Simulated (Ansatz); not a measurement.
# A hypothetical structure for SiW

Starting from a made-up structure for SiW, the aim is the relaxed cell, its shortest contacts and, where a second run follows, its electronic structure.

Method: DFT, PBE, plane-wave PAW, files of the set soft_1, scalar-relativistic, no spin, cell and ions relaxed at zero pressure; PAW set soft_1, in Ansatz 0.2.0.

## 1. Set-up

The structure is cubic, space group Pm-3m (No. 221). Conventional cell: a = 3.251 Å, b = 3.251 Å, c = 3.251 Å, α = 90.00°, β = 90.00°, γ = 90.00°. W has 8 Si at 2.82 Å nearest. Nearest to Si lie 8 W at 2.82 Å. Farther neighbours are not listed.

## 2. Relaxation of the guess

The guessed cell has no reason to be at equilibrium. It is relaxed with the atoms, within the space group of the guess.

File input.yaml:

```yaml
crystal:
  lattice:
    - [3.251, 0.0, 0.0]
    - [0.0, 3.251, 0.0]
    - [0.0, 0.0, 3.251]
  atoms:
    - { symbol: W, position: [0.0, 0.0, 0.0] }
    - { symbol: Si, position: [0.5, 0.5, 0.5] }
kpoints:
  mp_grid: { grid: [8, 8, 8] }
scf:
  occupations: { method: fermi_dirac, width: 0.05 }
hamiltonian:
  xc: pbe
  pseudopotentials: { kind: paw, azcp: { folder: soft_1 } }
relax:
  f_tol: 0.015
  max_steps: 70
  cell: {}
output:
  forces: true
  stress: true
```

Started as:

```console
$ ansatz run input.yaml --threads 4 --pin off --max-ram 8192MiB --backend cpu --events-out ev --progress --plain --runs-dir out
```

Numbers of over 12 decimals in the logs are rounded to 6 here.

The log of the run:

```text
Engine: ansatz 0.2.0, aarch64-unknown-linux-gnu
Pseudopotentials: kind: paw
Pseudopotential: W, paw, valence charge 14, recommended cutoff 420 eV (normal), soft_1/W.paw.azcp
Pseudopotential: Si, paw, valence charge 4, recommended cutoff 420 eV (normal), soft_1/Si.paw.azcp
Functional definition: PBE
  parameter kappa = 0.804
  parameter beta = 0.066725
  exchange = pbe_x(kappa = kappa, mu = beta*pi^2/3)
  correlation = pbe_c(beta = beta)
Crystal: 2 atoms, lattice volume = 34.360 Å³
Basis set: ecut = 420 eV, 691 PW (Γ), exchange–correlation on 48×48×48 points (8 copies of the dense FFT grid, shifted against one another)
Bands: 13, of which v1, the nominal top of the filled ones, is band 9 counted from 1 (8 counted from 0)
Symmetry: 48 space group operations
Space group: Pm-3m (ITA 221), of the structure as read, at distance tolerance 3.3e-5 Å
k-points: 35 of 512
Non-local potential: W, projectors of the file, l = 0: 3, l = 1: 2, l = 2: 2, l = 3: 1
Non-local potential: Si, projectors of the file, l = 0: 2, l = 1: 2, l = 2: 1
PAW form: soft (Blöchl's): semilocal exchange-correlation on the pseudo side does not see the compensation charge
PAW one-centre angular grid: W, 590 points (default); XC on 64 Gauss nodes
PAW one-centre angular grid: Si, 110 points (default); XC on 64 Gauss nodes
Initial density: superposition of atomic densities (chi_scale 0.1, normalization cell, long waves kept (reshape's long-wave potential 0.00 eV rms))
Initial wavefunctions: pseudopotential atomic-orbital guess
Functional: x = pbe(κ = 0.804, μ = 0.219515), c = pbe(β = 0.066725)
SCF iter   1: F=—  HF=-11021.298222 eV  |F-HF|=—  |Δ(HF+E_count)|=         —  Δρ=5.42e-2  dr2=1.68e0  ethr=3.10e-3  ⟨swp⟩=5.2  Hψ=2544  notcnv=0
preconditioner: auto → none  [metal: Δε(μ)=0.027 eV  Ē_g=6.834 eV  σ=0.050 eV  W_gap=0.13  n_scr=6 (ndim 8)  ℏωp=20.0 eV  f_vac=0.000  D(μ)=2.17/eV (n_scr^D=26)  sad-step TF]
SCF iter   2: F=—  HF=-11021.071641 eV  |F-HF|=—  |Δ(HF+E_count)|=   2.27e-1  Δρ=3.74e-2  dr2=8.29e-1  ethr=3.10e-3  ⟨swp⟩=2.0  Hψ=849  notcnv=0  defer=1
SCF iter   3: F=—  HF=-11020.869467 eV  |F-HF|=—  |Δ(HF+E_count)|=   2.02e-1  Δρ=2.24e-3  dr2=9.22e-4  ethr=3.10e-3  ⟨swp⟩=2.3  Hψ=782  notcnv=0  defer=1
SCF iter   4: F=—  HF=-11020.870187 eV  |F-HF|=—  |Δ(HF+E_count)|=   7.20e-4  Δρ=3.84e-4  dr2=4.01e-5  ethr=5.12e-6  ⟨swp⟩=2.5  Hψ=984  notcnv=0  defer=1
SCF iter   5: F=—  HF=-11020.870227 eV  |F-HF|=—  |Δ(HF+E_count)|=   3.97e-5  Δρ=6.12e-5  dr2=1.89e-6  ethr=2.23e-7  ⟨swp⟩=2.4  Hψ=621  notcnv=0  defer=1
SCF iter   6: F=-11020.870227 eV  HF=-11020.870227 eV  |F-HF|=2.49e-8  |Δ(HF+E_count)|=   2.08e-7  Δρ=7.37e-6  dr2=2.94e-8  ethr=5.56e-10  ⟨swp⟩=4.4  Hψ=1475  notcnv=0
SCF 1 converged in 6 iterations: F = -11020.870227 eV  dr2 = 2.94e-8
  greatest PAW one-centre occupation: 0.999 electrons in one spin orbital (limit 2), on the W atom at site 0 (counted from 0), in its partial waves of l = 0
relax step   1: F+E_penalty+E_count = -11020.87022677 eV  Δ(F+E_penalty+E_count) = +0.000e0 eV  max|allowed force component| = 3.955e-31 eV/Å  Δτ_max = 0.0000 Å  P = -27.970 GPa  Ω = 34.360 Å³  (6 SCF iters, dr2 threshold 1.00e-7 eV, accepted)
Crystal: 2 atoms, lattice volume = 29.576 Å³
Basis set: ecut = 420 eV, 587 PW (Γ), exchange–correlation on 48×48×48 points (8 copies of the dense FFT grid, shifted against one another)
Initial density: handed on by an earlier stage of this run
Initial wavefunctions: those handed on with the density
iter 1 solved again at ethr=4.99e-5 eV; its pass at ethr=3.10e-3 eV (dr2=8.98e-3 eV) is discarded
SCF iter   1: F=—  HF=-11021.448153 eV  |F-HF|=—  |Δ(HF+E_count)|=         —  Δρ=4.53e-3  dr2=8.90e-3  ethr=4.99e-5  ⟨swp⟩=1.0  Hψ=3164  notcnv=0
preconditioner: auto → none  [metal: Δε(μ)=0.057 eV  Ē_g=7.600 eV  σ=0.050 eV  W_gap=0.27  n_scr=6 (ndim 8)  ℏωp=21.6 eV  f_vac=0.000  D(μ)=3.18/eV (n_scr^D=32)]
SCF iter   2: F=—  HF=-11021.445356 eV  |F-HF|=—  |Δ(HF+E_count)|=   2.80e-3  Δρ=1.70e-3  dr2=1.02e-3  ethr=4.94e-5  ⟨swp⟩=2.1  Hψ=535  notcnv=0
SCF iter   3: F=—  HF=-11021.444935 eV  |F-HF|=—  |Δ(HF+E_count)|=   4.21e-4  Δρ=1.85e-4  dr2=7.29e-6  ethr=5.64e-6  ⟨swp⟩=2.0  Hψ=638  notcnv=0
SCF iter   4: F=—  HF=-11021.444930 eV  |F-HF|=—  |Δ(HF+E_count)|=   4.90e-6  Δρ=3.71e-5  dr2=7.50e-7  ethr=4.05e-8  ⟨swp⟩=2.0  Hψ=625  notcnv=0
iter 5 did not close the SCF: its close was put off for the readings that it lacked (scf_convergence_deferred on its scf_iter line)
SCF iter   5: F=-11021.444930 eV  HF=-11021.444930 eV  |F-HF|=1.56e-9  |Δ(HF+E_count)|=   1.70e-7  Δρ=3.78e-6  dr2=3.21e-9  ethr=4.17e-9  ⟨swp⟩=2.2  Hψ=604  notcnv=0
SCF iter   6: F=-11021.444930 eV  HF=-11021.444930 eV  |F-HF|=2.18e-11  |Δ(HF+E_count)|=  7.09e-10  Δρ=7.92e-7  dr2=8.50e-11  ethr=1.78e-11  ⟨swp⟩=1.4  Hψ=1344  notcnv=0
SCF 2 converged in 6 iterations: F = -11021.444930 eV  dr2 = 8.50e-11
relax step   2: F+E_penalty+E_count = -11021.44492998 eV  Δ(F+E_penalty+E_count) = -5.747e-1 eV  max|allowed force component| = 1.007e-31 eV/Å  Δτ_max = 0.0000 Å  P = -7.494 GPa  Ω = 29.576 Å³  energy of the carried Pulay correction = +1.074e-3 eV  (6 SCF iters, dr2 threshold 2.00e-7 eV, accepted)
Crystal: 2 atoms, lattice volume = 28.144 Å³
Basis set: ecut = 420 eV, 515 PW (Γ), exchange–correlation on 48×48×48 points (8 copies of the dense FFT grid, shifted against one another)
iter 1 solved again at ethr=2.09e-6 eV; its pass at ethr=3.10e-3 eV (dr2=3.76e-4 eV) is discarded
SCF iter   1: F=—  HF=-11021.465718 eV  |F-HF|=—  |Δ(HF+E_count)|=         —  Δρ=1.22e-3  dr2=4.48e-4  ethr=2.09e-6  ⟨swp⟩=1.3  Hψ=3100  notcnv=0
preconditioner: auto → none  [metal: Δε(μ)=0.065 eV  Ē_g=7.981 eV  σ=0.050 eV  W_gap=0.30  n_scr=6 (ndim 8)  ℏωp=22.1 eV  f_vac=0.000  D(μ)=3.08/eV (n_scr^D=32)]
SCF iter   2: F=—  HF=-11021.465495 eV  |F-HF|=—  |Δ(HF+E_count)|=   2.22e-4  Δρ=5.12e-4  dr2=6.03e-5  ethr=2.09e-6  ⟨swp⟩=2.0  Hψ=553  notcnv=0
SCF iter   3: F=—  HF=-11021.465442 eV  |F-HF|=—  |Δ(HF+E_count)|=   5.35e-5  Δρ=3.87e-5  dr2=1.56e-7  ethr=3.35e-7  ⟨swp⟩=2.1  Hψ=591  notcnv=0
iter 4 did not close the SCF: its close was put off for the readings that it lacked (scf_convergence_deferred on its scf_iter line)
SCF iter   4: F=-11021.465442 eV  HF=-11021.465442 eV  |F-HF|=5.25e-9  |Δ(HF+E_count)|=   8.92e-8  Δρ=5.66e-6  dr2=8.03e-9  ethr=8.64e-10  ⟨swp⟩=2.0  Hψ=771  notcnv=0
iter 5 did not close the SCF: its close was put off for the readings that it lacked (scf_convergence_deferred on its scf_iter line)
SCF iter   5: F=-11021.465442 eV  HF=-11021.465442 eV  |F-HF|=8.37e-11  |Δ(HF+E_count)|=   1.35e-9  Δρ=1.48e-6  dr2=1.98e-10  ethr=4.46e-11  ⟨swp⟩=2.2  Hψ=722  notcnv=0
SCF iter   6: F=-11021.465442 eV  HF=-11021.465442 eV  |F-HF|=1.82e-12  |Δ(HF+E_count)|=  1.02e-10  Δρ=1.30e-7  dr2=2.19e-12  ethr=1.10e-12  ⟨swp⟩=1.0  Hψ=1093  notcnv=0
SCF 3 converged in 6 iterations: F = -11021.465442 eV  dr2 = 2.19e-12
relax step   3: F+E_penalty+E_count = -11021.46544205 eV  Δ(F+E_penalty+E_count) = -2.051e-2 eV  max|allowed force component| = 2.701e-31 eV/Å  Δτ_max = 0.0000 Å  P = +3.515 GPa  Ω = 28.144 Å³  energy of the carried Pulay correction = +1.427e-3 eV  (6 SCF iters, dr2 threshold 2.00e-7 eV, accepted)
Crystal: 2 atoms, lattice volume = 28.586 Å³
iter 1 solved again at ethr=2.60e-7 eV; its pass at ethr=3.10e-3 eV (dr2=4.68e-5 eV) is discarded
SCF iter   1: F=—  HF=-11021.469825 eV  |F-HF|=—  |Δ(HF+E_count)|=         —  Δρ=3.60e-4  dr2=3.23e-5  ethr=2.60e-7  ⟨swp⟩=2.0  Hψ=3049  notcnv=0
preconditioner: auto → none  [metal: Δε(μ)=0.063 eV  Ē_g=7.862 eV  σ=0.050 eV  W_gap=0.29  n_scr=6 (ndim 8)  ℏωp=22.0 eV  f_vac=0.000  D(μ)=3.09/eV (n_scr^D=32)]
SCF iter   2: F=—  HF=-11021.469797 eV  |F-HF|=—  |Δ(HF+E_count)|=   2.84e-5  Δρ=1.58e-4  dr2=4.86e-6  ethr=1.79e-7  ⟨swp⟩=1.9  Hψ=501  notcnv=0
iter 3 did not close the SCF: its close was put off for the readings that it lacked (scf_convergence_deferred on its scf_iter line)
SCF iter   3: F=-11021.469792 eV  HF=-11021.469792 eV  |F-HF|=5.36e-9  |Δ(HF+E_count)|=   4.79e-6  Δρ=9.33e-6  dr2=8.65e-9  ethr=2.70e-8  ⟨swp⟩=2.2  Hψ=569  notcnv=0
iter 4 did not close the SCF: its close was put off for the readings that it lacked (scf_convergence_deferred on its scf_iter line)
SCF iter   4: F=-11021.469792 eV  HF=-11021.469792 eV  |F-HF|=8.19e-11  |Δ(HF+E_count)|=   6.72e-9  Δρ=1.37e-6  dr2=1.95e-10  ethr=4.81e-11  ⟨swp⟩=2.1  Hψ=695  notcnv=0
iter 5 did not close the SCF: its close was put off for the readings that it lacked (scf_convergence_deferred on its scf_iter line)
SCF iter   5: F=-11021.469792 eV  HF=-11021.469792 eV  |F-HF|=1.27e-11  |Δ(HF+E_count)|=  1.11e-10  Δρ=2.66e-7  dr2=1.91e-11  ethr=1.08e-12  ⟨swp⟩=2.7  Hψ=787  notcnv=0
SCF iter   6: F=-11021.469792 eV  HF=-11021.469792 eV  |F-HF|=1.82e-12  |Δ(HF+E_count)|=  1.82e-12  Δρ=1.40e-8  dr2=2.66e-14  ethr=1.00e-12  ⟨swp⟩=1.0  Hψ=1050  notcnv=0
SCF 4 converged in 6 iterations: F = -11021.469792 eV  dr2 = 2.66e-14
relax step   4: F+E_penalty+E_count = -11021.46979218 eV  Δ(F+E_penalty+E_count) = -4.350e-3 eV  max|allowed force component| = 1.828e-31 eV/Å  Δτ_max = 0.0000 Å  P = -0.226 GPa  Ω = 28.586 Å³  energy of the carried Pulay correction = +1.317e-3 eV  (6 SCF iters, dr2 threshold 2.00e-7 eV, accepted)
Crystal: 2 atoms, lattice volume = 28.558 Å³
iter 1 solved again at ethr=1.10e-9 eV; its pass at ethr=3.10e-3 eV (dr2=1.98e-7 eV) is discarded
SCF iter   1: F=—  HF=-11021.469827 eV  |F-HF|=—  |Δ(HF+E_count)|=         —  Δρ=2.29e-5  dr2=1.41e-7  ethr=1.10e-9  ⟨swp⟩=2.0  Hψ=2943  notcnv=0
preconditioner: auto → none  [metal: Δε(μ)=0.063 eV  Ē_g=7.870 eV  σ=0.050 eV  W_gap=0.29  n_scr=6 (ndim 8)  ℏωp=22.0 eV  f_vac=0.000  D(μ)=3.08/eV (n_scr^D=32)]
iter 2 did not close the SCF: its close was put off for the readings that it lacked (scf_convergence_deferred on its scf_iter line)
SCF iter   2: F=-11021.469819 eV  HF=-11021.469819 eV  |F-HF|=2.07e-8  |Δ(HF+E_count)|=   8.74e-6  Δρ=9.56e-6  dr2=1.73e-8  ethr=7.86e-10  ⟨swp⟩=2.1  Hψ=543  notcnv=0
iter 3 did not close the SCF: its close was put off for the readings that it lacked (scf_convergence_deferred on its scf_iter line)
SCF iter   3: F=-11021.469819 eV  HF=-11021.469819 eV  |F-HF|=4.18e-11  |Δ(HF+E_count)|=   1.79e-8  Δρ=9.53e-7  dr2=1.70e-10  ethr=9.60e-11  ⟨swp⟩=2.2  Hψ=547  notcnv=0
iter 4 did not close the SCF: its close was put off for the readings that it lacked (scf_convergence_deferred on its scf_iter line)
SCF iter   4: F=-11021.469819 eV  HF=-11021.469819 eV  |F-HF|=0.00e0  |Δ(HF+E_count)|=  2.00e-11  Δρ=1.45e-7  dr2=2.03e-12  ethr=1.00e-12  ⟨swp⟩=2.1  Hψ=653  notcnv=0
iter 5 did not close the SCF: its close was put off for the readings that it lacked (scf_convergence_deferred on its scf_iter line)
SCF iter   5: F=-11021.469819 eV  HF=-11021.469819 eV  |F-HF|=1.82e-12  |Δ(HF+E_count)|=  1.82e-12  Δρ=3.50e-8  dr2=2.13e-13  ethr=1.00e-12  ⟨swp⟩=1.0  Hψ=455  notcnv=0
SCF iter   6: F=-11021.469819 eV  HF=-11021.469819 eV  |F-HF|=5.46e-12  |Δ(HF+E_count)|=  5.46e-12  Δρ=1.52e-9  dr2=3.02e-16  ethr=1.00e-12  ⟨swp⟩=1.0  Hψ=1050  notcnv=0
SCF 5 converged in 6 iterations: F = -11021.469819 eV  dr2 = 3.02e-16
relax step   5: F+E_penalty+E_count = -11021.46981866 eV  Δ(F+E_penalty+E_count) = -2.649e-5 eV  max|allowed force component| = 7.961e-32 eV/Å  Δτ_max = 0.0000 Å  P = -0.001 GPa  Ω = 28.558 Å³  energy of the carried Pulay correction = +1.324e-3 eV  (6 SCF iters, dr2 threshold 1.28e-7 eV, accepted)
Initial wavefunctions: pseudopotential atomic-orbital guess (no wavefunctions were taken with the density)
iter 1 solved again at ethr=3.44e-8 eV; its pass at ethr=3.10e-3 eV (dr2=6.20e-6 eV) is discarded
SCF iter   1: F=—  HF=-11021.468665 eV  |F-HF|=—  |Δ(HF+E_count)|=         —  Δρ=2.49e-4  dr2=2.14e-6  ethr=3.44e-8  ⟨swp⟩=2.8  Hψ=3763  notcnv=0
SCF iter   2: F=—  HF=-11021.468661 eV  |F-HF|=—  |Δ(HF+E_count)|=   4.25e-6  Δρ=1.23e-4  dr2=4.84e-7  ethr=1.19e-8  ⟨swp⟩=1.9  Hψ=714  notcnv=0
SCF iter   3: F=—  HF=-11021.468662 eV  |F-HF|=—  |Δ(HF+E_count)|=   8.81e-7  Δρ=7.57e-6  dr2=9.19e-9  ethr=2.69e-9  ⟨swp⟩=2.9  Hψ=786  notcnv=0
SCF iter   4: F=—  HF=-11021.468662 eV  |F-HF|=—  |Δ(HF+E_count)|=   2.40e-9  Δρ=1.19e-6  dr2=1.41e-10  ethr=5.11e-11  ⟨swp⟩=2.1  Hψ=622  notcnv=0
iter 5 did not close the SCF: its close was put off for the readings that it lacked (scf_convergence_deferred on its scf_iter line)
SCF iter   5: F=-11021.468662 eV  HF=-11021.468662 eV  |F-HF|=7.28e-12  |Δ(HF+E_count)|=  7.28e-12  Δρ=1.06e-7  dr2=1.06e-12  ethr=1.00e-12  ⟨swp⟩=2.3  Hψ=767  notcnv=0
SCF iter   6: F=-11021.468662 eV  HF=-11021.468662 eV  |F-HF|=1.82e-12  |Δ(HF+E_count)|=  9.09e-12  Δρ=9.85e-9  dr2=5.47e-15  ethr=1.00e-12  ⟨swp⟩=3.0  Hψ=1551  notcnv=0
SCF 6 converged in 6 iterations: F = -11021.468662 eV  dr2 = 5.47e-15
relax step   6: F+E_penalty+E_count = -11021.46866199 eV  Δ(F+E_penalty+E_count) = +1.157e-3 eV  max|allowed force component| = 1.125e-31 eV/Å  Δτ_max = 0.0000 Å  P = -0.013 GPa  Ω = 28.558 Å³  stress off target by 1.31e-2 GPa  SCF on the basis re-selected at this cell (its energy is not comparable with the rows above)  (6 SCF iters)
basis re-selected at this cell: Δ(F+E_penalty+E_count) = +1.157e-3 eV, ΔP = -0.012 GPa vs the last step (what re-selecting the basis moved, of the pressure what is left beyond the Pulay correction that the steps carried, after the strain that the cell walked since its last selection, with what the two solves' SCF thresholds leave and, on support functions, any second-order correction that the steps lacked; it is no m [...]
SCF converged after 6 iterations
Free energy (F): -11021.468662 eV
Harris-Foulkes:  -11021.468662 eV  (|F-HF|=1.82e-12)
Internal energy: -11021.444588 eV  (E = F + TS)
E sigma→0 (E₀):  -11021.456625 eV
Entropy (-TS):   -0.024074 eV (-12.037 meV/atom)
Fermi energy:    17.692384 eV
--- Per-component energies (eV) ---
  E_band       = -98.176526
  E_kinetic    = 467.002534
  E_local      = -766.866893  (includes V_loc(G=0)·N_el)
  E_nonlocal   = -3.071912
  E_hartree    = 324.929273
  E_xc         = -325.739338
  E_vxc        = -281.349578  (∫ρ·V_xc dr)
  E_paw        = -9089.305033  (= ΣΔE_a)
  E_vpaw       = -163.749405  (= ΣTr[D̂ρ^β])
  E_aug_tail   = 0.000181  (compensation charges beyond the density's cutoff)
  E_ewald      = -1628.393401
  E_smearing   = -0.024074  (= −TS)
  E_closure    = 0.000000  (closes the sum)
  Σ components = -11021.468662   (vs F -11021.468662, Δ=0.00e0)
--- Forces (eV/Å), atoms counted from 1 ---
  atom   1  W     -0.00000000     0.00000000    -0.00000000
  atom   2  Si    -0.00000000     0.00000000     0.00000000
  max |Σ_I F_I| component: 2.35e-31 eV/Å
--- Stress (GPa, compression-positive) ---
       -0.013143      -0.000000      -0.000000
       -0.000000      -0.013143      -0.000000
       -0.000000      -0.000000      -0.013143
  P = ⅓ Tr σ = -0.0131 GPa (-0.131 kbar)
--- Relaxed structure (5 steps of the walk, 5 accepted, 1 SCFs on fresh bases) ---
  F+E_penalty+E_count = -11021.46866199 eV   max|allowed force component| = 1.125e-31 eV/Å   (the final SCF, on the basis selected at the relaxed cell)
  cell:  # Å, volume = 28.5583 Å³
    - [3.056638, 0, 0]
    - [0, 3.056638, 0]
    - [0, 0, 3.056638]
  atoms:
    - { symbol: W, position: [0, 0, 0] }
    - { symbol: Si, position: [0.5, 0.5, 0.5] }
```

Elapsed: 1.7 s, on 4 threads of Arm Neoverse V2, shared host; peak memory 0.3 GiB; 5.1 s of CPU time.

The steps of the relaxation:

| step | energy less that of the first step (eV) | largest force component (eV/Å) | pressure (GPa) | volume (Å³) |
| --- | --- | --- | --- | --- |
| 1 | 0.0000 | 0.0000 | -27.97 | 34.36 |
| 2 | -0.5747 | 0.0000 | -7.49 | 29.58 |
| 3 | -0.5952 | 0.0000 | 3.51 | 28.14 |
| 4 | -0.5996 | 0.0000 | -0.23 | 28.59 |
| 5 | -0.5996 | 0.0000 | 0.00 | 28.56 |
| 6* | -0.5984 | 0.0000 | -0.01 | 28.56 |

Relaxation steps marked * repeat the geometry before them on a plane-wave basis chosen anew for their cell, so energy and pressure can jump there.

The run keeps the 48 symmetry operations that it works with, so distortions that break them were not tested.

| conventional cell, symmetrised | before | after | change |
| --- | --- | --- | --- |
| a (Å) | 3.251 | 3.057 | -6.0 % |
| b (Å) | 3.251 | 3.057 | -6.0 % |
| c (Å) | 3.251 | 3.057 | -6.0 % |
| volume (Å³/atom) | 17.18 | 14.28 | -16.9 % |

Final coordinates:

```xyz
2
Lattice="3.0566 0.0000 0.0000 0.0000 3.0566 0.0000 0.0000 0.0000 3.0566" Properties=species:S:1:pos:R:3 pbc="T T T"
W     0.0000    0.0000    0.0000
Si    1.5283    1.5283    1.5283
```

Numbers from this step:

```
free energy             : -11021.4687 eV
energy at zero smearing : -11021.4566 eV
smearing term TS        : 0.02407 eV
Fermi energy            : 17.69 eV
electrons               : 18
symmetry operations     : 48
pressure                : -0.01314 GPa
```

The shortest distance of each pair, which need not be the same contact before and after:

| pair | guess (Å) | relaxed (Å) |
| --- | --- | --- |
| Si–W | 2.815 | 2.647 |
| W–W | 3.251 | 3.057 |
| Si–Si | 3.251 | 3.057 |

The relaxation ends with a pressure of -0.01 GPa.

## 3. Results

| Item | Value |
| --- | --- |
| space group, relaxed | Pm-3m |
| conventional cell | a = 3.057, b = 3.057, c = 3.057 Å; α = 90.0°, β = 90.0°, γ = 90.0° |
| volume per atom | 14.28 Å³ (guess 17.18) |

In words: SiW relaxes to Pm-3m with a = 3.057, b = 3.057 and c = 3.057 Å. The guessed volume was 20 % too large. The space group Pm-3m was held in the relaxation, so the end point is a stationary structure within it and may be a saddle against distortions or other arrangements. Mesh and cutoff weren't tested. Spin-orbit coupling is left out, which can matter for elements this heavy. No dispersion term is used, so weakly bound directions may come out too long. The runs have no spin, and magnetism wasn't tested. Nothing here tests whether the compound is stable against decomposition.

[Logs are printed without paths, hosts, clocks, repeated set-up lines and the standing remarks that a program may print on its own settings, such as how far it seeks lower states.]

[Hosts, paths, dates, database ids (printed as entryN), source tags and the programs' standing remarks are cut or masked in the printed files.]
